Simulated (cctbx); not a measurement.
# TlGa5S8 with cctbx, script by script

Library: cctbx 2025.11. The data are simulated by the first script.

## 1. Simulate the data

run.py:

```python
from cctbx import adptbx, crystal, miller, sgtbx, xray
from cctbx.array_family import flex
from iotbx.shelx import hklf
from scitbx import matrix
import scitbx.random

cs = crystal.symmetry(unit_cell=(17.908, 3.507, 8.752, 90, 104.14, 90), space_group_symbol='Hall: -C 2y')  # C2/m
atoms = [  # label, site, U (iso, or U11 U22 U33 U12 U13 U23 in A^2), occupancy
    ("Tl1", (0, 0.5, 0.5), (0.0100, 0.0140, 0.0076, 0.0000, -0.0015, 0.0000), 1),
    ("Ga1", (0, 0, 0), (0.0139, 0.0165, 0.0218, 0.0000, 0.0010, 0.0000), 1),
    ("Ga2", (0.1561, 0.5, 0.9848), (0.0145, 0.0155, 0.0148, 0.0000, 0.0054, 0.0000), 1),
    ("Ga3", (0.2086, 0.5, 0.3404), (0.0078, 0.0081, 0.0221, 0.0000, 0.0031, 0.0000), 1),
    ("S1", (0.4215, 0, 0.8522), (0.0097, 0.0322, 0.0099, 0.0000, 0.0021, 0.0000), 1),
    ("S2", (0.4153, 0.5, 0.1774), (0.0190, 0.0228, 0.0125, 0.0000, 0.0080, 0.0000), 1),
    ("S3", (0.3298, 0.5, 0.5175), (0.0098, 0.0175, 0.0137, 0.0000, 0.0021, 0.0000), 1),
    ("S4", (0.2566, 0.5, 0.8358), (0.0083, 0.0114, 0.0117, 0.0000, 0.0024, 0.0000), 1),
]
xs = xray.structure(crystal_symmetry=cs)
for label, site, u, occ in atoms:
    u = adptbx.u_cif_as_u_star(cs.unit_cell(), u) if isinstance(u, tuple) else u
    xs.add_scatterer(xray.scatterer(label, site=site, u=u, occupancy=occ))
xs.set_inelastic_form_factors(0.56087, "sasaki")
xs.show_summary()
p1 = xs.expand_to_p1()
ms = miller.build_set(p1, anomalous_flag=True, d_min=0.8)
flex.set_random_seed(141954)
scitbx.random.set_random_seed(141954)
ms = ms.select(flex.random_double(ms.size()) < 0.5)
i = ms.structure_factors_from_scatterers(p1, algorithm="direct").f_calc().as_intensity_array().data()
i = i / flex.sqrt(1 + 0.3 * i / flex.max(i))  # extinction
i = i * 70000 / flex.max(i)
sig = flex.sqrt(i + flex.pow2(0.04 * i) + 15 ** 2)
noise = scitbx.random.variate(scitbx.random.normal_distribution())(i.size())
data = ms.array(data=i + sig * noise, sigmas=sig).set_observation_type_xray_intensity()
with open("data.hkl", "w") as f:
    data.export_as_shelx_hklf(f)
print("reflections written:", data.size(), " <I/sigma> = %.1f" % flex.mean(data.data() / data.sigmas()))
for h, a, b in list(data.sort("data"))[:12]:
    print("%4d%4d%4d %9.1f %7.1f" % (h + (a, b)))
```

```console
$ python run.py
```

```text
Number of scatterers: 8
At special positions: 8
Unit cell: (17.908, 3.507, 8.752, 90, 104.14, 90)
Space group: C 1 2/m 1 (No. 12)
reflections written: 2173  <I/sigma> = 9.3
  -9   1   1   73215.6  2812.5
  -9  -1   1   73150.2  2812.5
   6   0   2   64050.4  2498.4
  -6   0  -2   63502.4  2498.4
   6   0  -4   59711.3  2331.0
  -6   0   4   56582.0  2331.0
  -3  -1   3   52372.9  2124.7
  -3   1   3   51008.2  2124.7
   3   1  -3   50376.2  2124.7
   0   0  -6   50274.2  2016.2
  -3  -1  -3   48136.5  1828.8
   0   0   6   47184.8  2016.2
```

It took 0.24 s on 1 thread of Arm Neoverse V2, with other jobs on the host, peak memory 0.07 GiB.

## 2. Symmetry

run.py:

```python
from cctbx import crystal, sgtbx, statistics
from cctbx.array_family import flex
from iotbx.shelx import hklf

p1 = crystal.symmetry(unit_cell=(17.908, 3.507, 8.752, 90, 104.14, 90), space_group_symbol="P 1")
raw = hklf.reader(file_name="data.hkl").as_miller_arrays(crystal_symmetry=p1, anomalous=True)[0]
print(raw.size(), "reflections to d = %.3f A" % raw.d_min())
isig = raw.data() / raw.sigmas()
print("centring   violations  <I/sigma> of those")
best = "P"
for c in "ABCIRF":
    a = raw.customized_copy(space_group_info=sgtbx.space_group_info("Hall: %s 1" % c)).sys_absent_flags().data()
    m = flex.mean(isig.select(a))
    print("%5s %10d of %5d %8.1f" % (c, (isig.select(a) > 4).count(True), a.count(True), m))
    if (isig.select(a) > 4).count(True) < 0.01 * a.count(True):
        best = c
raw = raw.select(~raw.customized_copy(space_group_info=sgtbx.space_group_info("Hall: %s 1" % best)).sys_absent_flags().data())
isig = raw.data() / raw.sigmas()
rows = []
for s in sgtbx.space_group_symbol_iterator():
    g = sgtbx.space_group(s)
    if g.conventional_centring_type_symbol() != best or not g.is_compatible_unit_cell(p1.unit_cell(), 1e-3, 0.02):
        continue
    rows.append((s, g))
print("Laue class    unique    Rint  (classes that these axes allow; Friedel mates merged)")
rint = {}
for s, g in rows:
    laue = g.build_derived_patterson_group()
    key = laue.type().hall_symbol()
    if key not in rint:
        m = raw.customized_copy(space_group_info=laue.info(), anomalous_flag=False).merge_equivalents()
        rint[key] = m.r_int()
        print("%-14s %6d %7.3f" % (laue.type().lookup_symbol(), m.array().size(), m.r_int()))
floor = min(rint.values())
good = [(s, g) for s, g in rows if rint[g.build_derived_patterson_group().type().hall_symbol()] < 2 * floor + 0.03]
top = max(g.build_derived_patterson_group().order_z() for s, g in good)
print("space group    extra absences  I>4sigma  <I/sigma>")
for s, g in good:
    laue = g.build_derived_patterson_group()
    if laue.order_z() != top:
        continue
    a = raw.customized_copy(space_group_info=g.info()).sys_absent_flags().data()
    a &= ~raw.customized_copy(space_group_info=laue.info()).sys_absent_flags().data()
    bad = (isig.select(a) > 4).count(True)
    if bad <= 0.03 * a.count(True):
        print("%-16s %8d %10d %9s  %s" % (s.universal_hermann_mauguin(), a.count(True), bad, "%.1f" % flex.mean(isig.select(a)) if a.count(True) else "-", "centric" if g.is_centric() else "acentric"))
laue = max(good, key=lambda t: t[1].build_derived_patterson_group().order_z())[1].build_derived_patterson_group()
f = raw.customized_copy(space_group_info=laue.info(), anomalous_flag=False).merge_equivalents().array().eliminate_sys_absent().f_sq_as_f()
f.set_observation_type_xray_amplitude()
bins = max(3, min(8, f.size() // 12))
f.setup_binner(n_bins=bins)
w = statistics.wilson_plot(f, {e: n / laue.order_z() for e, n in {'Tl': 2.0, 'Ga': 10.0, 'S': 16.0}.items()}, e_statistics=True)
print("Wilson B = %.2f A^2   <|E^2-1|> = %.3f (0.968 centric, 0.736 acentric)   E^2>4: %.1f %%" % (w.wilson_b, w.mean_e_sq_minus_1, w.percent_e_sq_gt_2))
print("shell (A)         n   <I/sigma>")
m = raw.customized_copy(space_group_info=laue.info(), anomalous_flag=False).merge_equivalents().array().eliminate_sys_absent()
for b in m.setup_binner(n_bins=bins).range_used():
    sel = m.binner().selection(b)
    print("%5.2f - %4.2f %6d %8.1f" % (min(m.binner().bin_d_range(b)[0] if m.binner().bin_d_range(b)[0] > 0 else 99, 99), m.binner().bin_d_range(b)[1], sel.count(True), flex.mean((m.data() / m.sigmas()).select(sel))))
```

```console
$ python run.py
```

```text
2173 reflections to d = 0.800 A
centring   violations  <I/sigma> of those
    A        486 of  1076      8.3
    B        486 of  1087      8.3
    C          0 of  1091     -0.0
    I        528 of  1126      9.3
    R        682 of  1441      9.4
    F        486 of  1627      5.5
Laue class    unique    Rint  (classes that these axes allow; Friedel mates merged)
C 1 2/m 1         564   0.024
space group    extra absences  I>4sigma  <I/sigma>
C 1 2 1                 0          0         -  acentric
C 1 m 1                 0          0         -  acentric
C 1 2/m 1               0          0         -  centric
Wilson B = 0.72 A^2   <|E^2-1|> = 0.824 (0.968 centric, 0.736 acentric)   E^2>4: 3.0 %
shell (A)         n   <I/sigma>
 6.98 - 1.60     78     24.1
 1.60 - 1.27     72     25.8
 1.27 - 1.11     74     22.1
 1.11 - 1.01     68     23.1
 1.01 - 0.94     71     22.7
 0.94 - 0.88     62     24.0
 0.88 - 0.84     73     22.9
 0.84 - 0.80     66     22.5
```

Time: 0.24 s.

## 3. Charge flipping

run.py:

```python
import itertools
from cctbx import crystal, maptbx
from cctbx.array_family import flex
from iotbx.shelx import hklf
from smtbx.ab_initio import charge_flipping as cf

cs = crystal.symmetry(unit_cell=(17.908, 3.507, 8.752, 90, 104.14, 90), space_group_symbol='Hall: -C 2y')  # C2/m
raw = hklf.reader(file_name="data.hkl").as_miller_arrays(crystal_symmetry=cs, anomalous=True)[0]
merged = raw.eliminate_sys_absent().merge_equivalents()
fo2 = merged.array().set_observation_type_xray_intensity()
f = fo2.average_bijvoet_mates().f_sq_as_f().resolution_filter(d_min=0.8)
p1 = f.expand_to_p1()
work = p1
flex.set_random_seed(17657)
it = cf.weak_reflection_improved_iterator(delta=None, weak_reflection_fraction=0.3)
it.start(work, phases=flex.random_double(p1.size()) * 6.2832, f_000=0)
it.delta = 1.1 * it.rho_map.sigma()
print("cycle      R  skewness")
for n, st in enumerate(itertools.islice(it, 200)):
    if n % 16 == 0:
        print("%5d %6.3f %8.2f" % (n, st.r1_factor(), st.rho_map.skewness()))
rho = p1.phase_transfer(it.f_calc).fft_map().apply_volume_scaling()
polish = cf.low_density_elimination_iterator(constant_rho_c=rho.sigma())
polish.start(f_obs=p1, phases=it.f_calc, f_000=0)
for _ in range(8):
    next(polish)
print("origin shift          correlation  skewness")
maps = []
for fc, shift, cc in itertools.islice(cf.f_calc_symmetrisations(f, polish.f_calc, 0), 4):
    m = f.phase_transfer(fc).fft_map(symmetry_flags=maptbx.use_space_group_symmetry, resolution_factor=0.25).apply_sigma_scaling()
    maps.append((m.skewness(), cc, m))
    print("%6.3f %6.3f %6.3f %10.3f %9.2f" % (tuple(shift) + (cc, m.skewness())))
skew, cc, m = max((t for t in maps if t[1] > maps[0][1] - 0.04), key=lambda t: t[0])
print("taken: symmetry correlation %.3f, skewness %.2f" % (cc, skew))
peaks = m.peak_search(parameters=maptbx.peak_search_parameters(min_distance_sym_equiv=0.9, max_clusters=13)).all()
sps = cs.special_position_settings(min_distance_sym_equiv=0.5)
print("peak      x       y       z  mult  height/sigma")
for k, (x, h) in enumerate(zip(peaks.sites(), peaks.heights())):
    ss = sps.site_symmetry(x)
    print("Q%-3d %7.4f %7.4f %7.4f %4d %8.1f" % ((k + 1,) + tuple(t % 1 for t in ss.exact_site()) + (ss.multiplicity(), h)))
```

```console
$ python run.py
```

```text
cycle      R  skewness
    0  0.542     0.35
   16  0.426     2.79
   32  0.426     3.43
   48  0.408     3.89
   64  0.416     3.78
   80  0.433     3.74
   96  0.423     3.60
  112  0.436     3.50
  128  0.433     3.39
  144  0.424     3.65
  160  0.432     3.72
  176  0.437     3.99
  192  0.418     4.20
origin shift          correlation  skewness
 0.402  0.068  0.284      0.884      1.97
 0.152  0.069  0.032      0.881      2.01
 0.005  0.076  0.203      0.875      2.34
 0.256  0.074  0.452      0.875      2.43
taken: symmetry correlation 0.875, skewness 2.43
peak      x       y       z  mult  height/sigma
Q1    0.1498  0.5000  0.8384    4     12.2
Q2    0.1438  0.0000  0.3503    4      9.8
Q3    0.0211  0.0000  0.1315    4      7.6
Q4    0.0591  0.5000  0.0213    4      6.2
Q5    0.1881  0.0000  0.6787    4      6.1
Q6    0.0132  0.5000  0.6076    4      6.0
Q7    0.1772  0.5000  0.1065    4      4.4
Q8    0.0591  0.0000  0.5373    4      4.3
Q9    0.1017  0.5000  0.4688    4      4.3
Q10   0.0984  0.0000  0.9406    4      3.3
Q11   0.2350  0.0000  0.0461    4      3.3
Q12   0.1357  0.2732  0.4638    8      3.1
Q13   0.0763  0.3094  0.3904    8      3.0
```

Time: 0.36 s.

## 4. Refinement (model from the peaks)

run.py:

```python
import math
from cctbx import adptbx, crystal, maptbx, sgtbx, xray
from cctbx.array_family import flex
from cctbx.xray import observations
from iotbx.shelx import hklf
from scitbx.lstbx import normal_eqns_solving
from smtbx import absolute_structure, utils
from smtbx.refinement import constraints, least_squares

cs = crystal.symmetry(unit_cell=(17.908, 3.507, 8.752, 90, 104.14, 90), space_group_symbol='Hall: -C 2y')  # C2/m
atoms = [  # label, site, U (iso, or U11 U22 U33 U12 U13 U23 in A^2), occupancy
    ("Ga1", (0.1498, 0.5, 0.8384), 0.0200, 1),
    ("Ga2", (0.1438, 0, 0.3503), 0.0200, 1),
    ("S1", (0.0211, 0, 0.1315), 0.0200, 1),
    ("S2", (0.0591, 0.5, 0.0213), 0.0200, 1),
    ("S3", (0.1881, 0, 0.6787), 0.0200, 1),
    ("S4", (0.0132, 0.5, 0.6076), 0.0200, 1),
]
xs = xray.structure(crystal_symmetry=cs)
for label, site, u, occ in atoms:
    u = adptbx.u_cif_as_u_star(cs.unit_cell(), u) if isinstance(u, tuple) else u
    xs.add_scatterer(xray.scatterer(label, site=site, u=u, occupancy=occ))
xs.set_inelastic_form_factors(0.56087, "sasaki")
raw = hklf.reader(file_name="data.hkl").as_miller_arrays(crystal_symmetry=cs, anomalous=True)[0]
merged = raw.eliminate_sys_absent().merge_equivalents()
fo2 = merged.array().set_observation_type_xray_intensity()
print("Rint %.3f, %d unique reflections to %.2f A" % (merged.r_int(), fo2.size(), fo2.d_min()))
for sc in xs.scatterers():
    sc.flags.set_grad_site(True)
    sc.flags.set_grad_u_aniso(sc.flags.use_u_aniso())
    sc.flags.set_grad_u_iso(sc.flags.use_u_iso())
obs = fo2.as_xray_observations()
extra = {}
rep = constraints.reparametrisation(xs, [], utils.connectivity_table(xs), **extra)
ls = least_squares.crystallographic_ls(obs, rep, weighting_scheme=least_squares.mainstream_shelx_weighting(a=0, b=0))
print("cycle     R1     wR2    GooF  max shift (A)")
for cycle in range(6):
    ls.build_up()
    r1, wr2, goof = ls.r1_factor(cutoff_factor=2)[0], ls.wR2(), ls.goof()
    old = xs.sites_cart()
    normal_eqns_solving.levenberg_marquardt_iterations(ls, n_max_iterations=3, tau=0.0001, step_threshold=1e-7)
    big = flex.max((xs.sites_cart() - old).norms())
    print("%4d %7.4f %7.4f %7.3f %9.5f" % (cycle + 1, r1, wr2, goof, big))
    ls.build_up(objective_only=True)
    if abs(ls.wR2() - wr2) < 5e-5 and big < 5e-4:
        break
ls.build_up()
print("final R1 %.4f wR2 %.4f GooF %.3f  parameters %d  data/parameter %.1f" % (ls.r1_factor(cutoff_factor=2)[0], ls.wR2(), ls.goof(), ls.n_parameters, fo2.size() / ls.n_parameters))
cov = ls.covariance_matrix_and_annotations()
su = dict(zip(cov.annotations, (math.sqrt(max(v, 0)) for v in cov.matrix.matrix_packed_u_diagonal())))
a2 = cs.unit_cell().reciprocal_parameters()[0] ** -2
print("atom        x        y        z      Ueq    occ   su(xyz)  su(Uiso or U11)")
for sc in xs.scatterers():
    s = max(su.get(sc.label + k, 0) for k in (".x", ".y", ".z"))
    npd = "" if sc.is_positive_definite_u(cs.unit_cell()) else "  NPD"
    print("%-5s %8.5f %8.5f %8.5f %8.4f %6.3f %8.5f %7.4f%s" % ((sc.label,) + sc.site + (sc.u_iso_or_equiv(cs.unit_cell()), sc.occupancy, s, su.get(sc.label + ".uiso", su.get(sc.label + ".u11", 0) * a2), npd)))
fo = fo2.f_sq_as_f()
fc = fo.structure_factors_from_scatterers(xs, algorithm="direct").f_calc()
diff = fo.f_obs_minus_f_calc(1 / math.sqrt(ls.scale_factor()), fc).average_bijvoet_mates()
m = diff.fft_map(symmetry_flags=maptbx.use_space_group_symmetry, resolution_factor=0.25).apply_volume_scaling()
print("difference map: max %.2f min %.2f rms %.2f" % (m.statistics().max(), m.statistics().min(), m.statistics().sigma()))
peaks = m.peak_search(parameters=maptbx.peak_search_parameters(min_distance_sym_equiv=0.6, max_clusters=7)).all()
near = xs.closest_distances(peaks.sites(), distance_cutoff=4)
sps = cs.special_position_settings(min_distance_sym_equiv=0.5)
for k, (x, h) in enumerate(zip(peaks.sites(), peaks.heights())):
    ss = sps.site_symmetry(x)
    print("Q%-3d %7.4f %7.4f %7.4f %4d %7.2f  %.2f A from %s" % ((k + 1,) + tuple(t % 1 for t in ss.exact_site()) + (ss.multiplicity(), h, near.smallest_distances[k], xs.scatterers()[near.i_seqs[k]].label)))
```

```console
$ python run.py
```

```text
Rint 0.024, 564 unique reflections to 0.80 A
cycle     R1     wR2    GooF  max shift (A)
   1  0.5703  0.8593  22.347   0.20122
   2  0.4442  0.7419  19.295   0.39200
   3  0.4209  0.7042  18.315   0.39148
   4  0.4048  0.6830  17.763   0.05057
   5  0.4053  0.6824  17.748   0.01380
   6  0.4059  0.6823  17.744   0.00983
final R1 0.4065 wR2 0.6821 GooF 17.740  parameters 18  data/parameter 31.3
atom        x        y        z      Ueq    occ   su(xyz)  su(Uiso or U11)
Ga1    0.15002  0.50000  0.82660   0.0034  1.000  0.00106  0.0026
Ga2    0.14324  0.00000  0.33579   0.0050  1.000  0.00106  0.0027
S1     0.01924  0.00000  0.15923   0.0040  1.000  0.00243  0.0042
S2     0.06847  0.50000  0.03161   0.0282  1.000  0.00305  0.0059
S3     0.18582  0.00000  0.68463   0.0001  1.000  0.00232  0.0038
S4    -0.03987  0.50000  0.59689   0.2809  1.000  0.02077  0.0881
difference map: max 30.86 min -19.12 rms 4.03
Q1    0.1588  0.5000  0.8323    4   32.27  0.15 A from Ga1
Q2    0.1353  0.0000  0.3359    4   29.41  0.14 A from Ga2
Q3    0.0930  0.0000  0.8355    4   24.20  2.02 A from S1
Q4    0.0098  0.0000  0.1632    4   23.92  0.18 A from S1
Q5    0.0748  0.5000  0.1746    4   23.33  1.23 A from S2
Q6    0.2328  0.5000  0.6692    4   23.15  1.96 A from S3
Q7    0.2418  0.0000  0.1604    4   22.56  1.91 A from Ga1
```

Time: 0.59 s.

Figures of merit this high mean that the model is still wrong or incomplete.

## 5. Charge flipping

run.py, as its changes from the last script of this kind:

```diff
@@ -13,2 +13,3 @@
-work = p1
-flex.set_random_seed(17657)
+p1.setup_binner_counting_sorted(reflections_per_bin=max(40, p1.size() // 12))
+work = p1.array(data=p1.data() / p1.amplitude_quasi_normalisations().data())
+flex.set_random_seed(17658)
@@ -19,2 +20,2 @@
-for n, st in enumerate(itertools.islice(it, 200)):
-    if n % 16 == 0:
+for n, st in enumerate(itertools.islice(it, 400)):
+    if n % 33 == 0:
```

```console
$ python run.py
```

```text
cycle      R  skewness
    0  0.555     0.30
   33  0.473     1.76
   66  0.465     1.79
   99  0.483     2.31
  132  0.484     3.22
  165  0.488     3.24
  198  0.488     3.32
  231  0.494     3.20
  264  0.494     3.08
  297  0.488     3.37
  330  0.487     3.36
  363  0.493     3.45
  396  0.493     2.98
origin shift          correlation  skewness
 0.114  0.235  0.250      0.829      2.52
 0.366  0.231  0.000      0.834      3.05
 0.263  0.234  0.085      0.816      2.87
 0.445  0.243  0.242      0.822      2.92
taken: symmetry correlation 0.834, skewness 3.05
peak      x       y       z  mult  height/sigma
Q1    0.0260  0.0000  0.1884    4     14.0
Q2    0.1866  0.0000  0.6673    4     11.6
Q3    0.0192  0.5000  0.6884    4      7.1
Q4    0.1913  0.5000  0.1750    4      6.0
Q5    0.2347  0.0000  0.0043    4      5.3
Q6    0.0628  0.5000  0.1366    4      4.2
Q7    0.0967  0.5000  0.5718    4      3.9
Q8    0.9897  0.2717  0.2049    8      3.5
Q9    0.1721  0.3057  0.8536    8      3.2
Q10   0.1401  0.2288  0.7069    8      3.0
Q11   0.0788  0.0000  0.6586    4      3.0
Q12   0.1337  0.5000  0.7864    4      2.7
Q13   0.1741  0.0000  0.8764    4      2.7
```

Time: 0.41 s.

## 6. Refinement (model from the peaks)

run.py, as its changes from the last script of this kind:

```diff
@@ -12,6 +12,6 @@
-    ("Ga1", (0.1498, 0.5, 0.8384), 0.0200, 1),
-    ("Ga2", (0.1438, 0, 0.3503), 0.0200, 1),
-    ("S1", (0.0211, 0, 0.1315), 0.0200, 1),
-    ("S2", (0.0591, 0.5, 0.0213), 0.0200, 1),
-    ("S3", (0.1881, 0, 0.6787), 0.0200, 1),
-    ("S4", (0.0132, 0.5, 0.6076), 0.0200, 1),
+    ("Ga1", (0.026, 0, 0.1884), 0.0200, 1),
+    ("Ga2", (0.1866, 0, 0.6673), 0.0200, 1),
+    ("S1", (0.0192, 0.5, 0.6884), 0.0200, 1),
+    ("S2", (0.1913, 0.5, 0.175), 0.0200, 1),
+    ("S3", (0.2347, 0, 0.0043), 0.0200, 1),
+    ("S4", (0.0628, 0.5, 0.1366), 0.0200, 1),
```

```console
$ python run.py
```

```text
Rint 0.024, 564 unique reflections to 0.80 A
cycle     R1     wR2    GooF  max shift (A)
   1  0.5844  0.8705  22.639   0.15496
   2  0.3478  0.6365  16.553   0.24791
   3  0.3396  0.6178  16.069   0.06859
   4  0.3397  0.6174  16.058   0.02470
   5  0.3397  0.6173  16.054   0.01216
   6  0.3397  0.6172  16.053   0.00655
final R1 0.3398 wR2 0.6172 GooF 16.052  parameters 18  data/parameter 31.3
atom        x        y        z      Ueq    occ   su(xyz)  su(Uiso or U11)
Ga1    0.02442  0.00000  0.17559   0.0052  1.000  0.00080  0.0022
Ga2    0.18532  0.00000  0.66679   0.0001  1.000  0.00079  0.0021
S1     0.02017  0.50000  0.67754   0.0155  1.000  0.00211  0.0038
S2     0.18576  0.50000  0.16764   0.0228  1.000  0.00261  0.0041
S3     0.22535  0.00000  0.00585   0.0488  1.000  0.00378  0.0068
S4     0.03580  0.50000  0.11521   0.2482  1.000  0.02054  0.0578
difference map: max 29.59 min -18.41 rms 3.09
Q1    0.0325  0.0000  0.1848    4   30.15  0.15 A from Ga1
Q2    0.1802  0.0000  0.6648    4   27.59  0.09 A from Ga2
Q3    0.2250  0.0000  0.1519    4   24.54  1.28 A from S3
Q4    0.0540  0.5000  0.1335    4   19.75  0.33 A from S4
Q5    0.1048  0.5000  0.3508    4   19.11  2.13 A from S4
Q6    0.1103  0.0000  0.8562    4   18.78  2.15 A from S3
Q7    0.0704  0.0000  0.6528    4   14.80  2.01 A from S1
```

It took 0.58 s on 1 thread of Arm Neoverse V2 (shared host), peak memory 0.09 GiB.

Figures of merit this high mean that the model is still wrong or incomplete.

[Logs are printed without paths, hosts, clocks, repeated set-up lines and the standing remarks that a program may print on its own settings, such as how far it seeks lower states.]
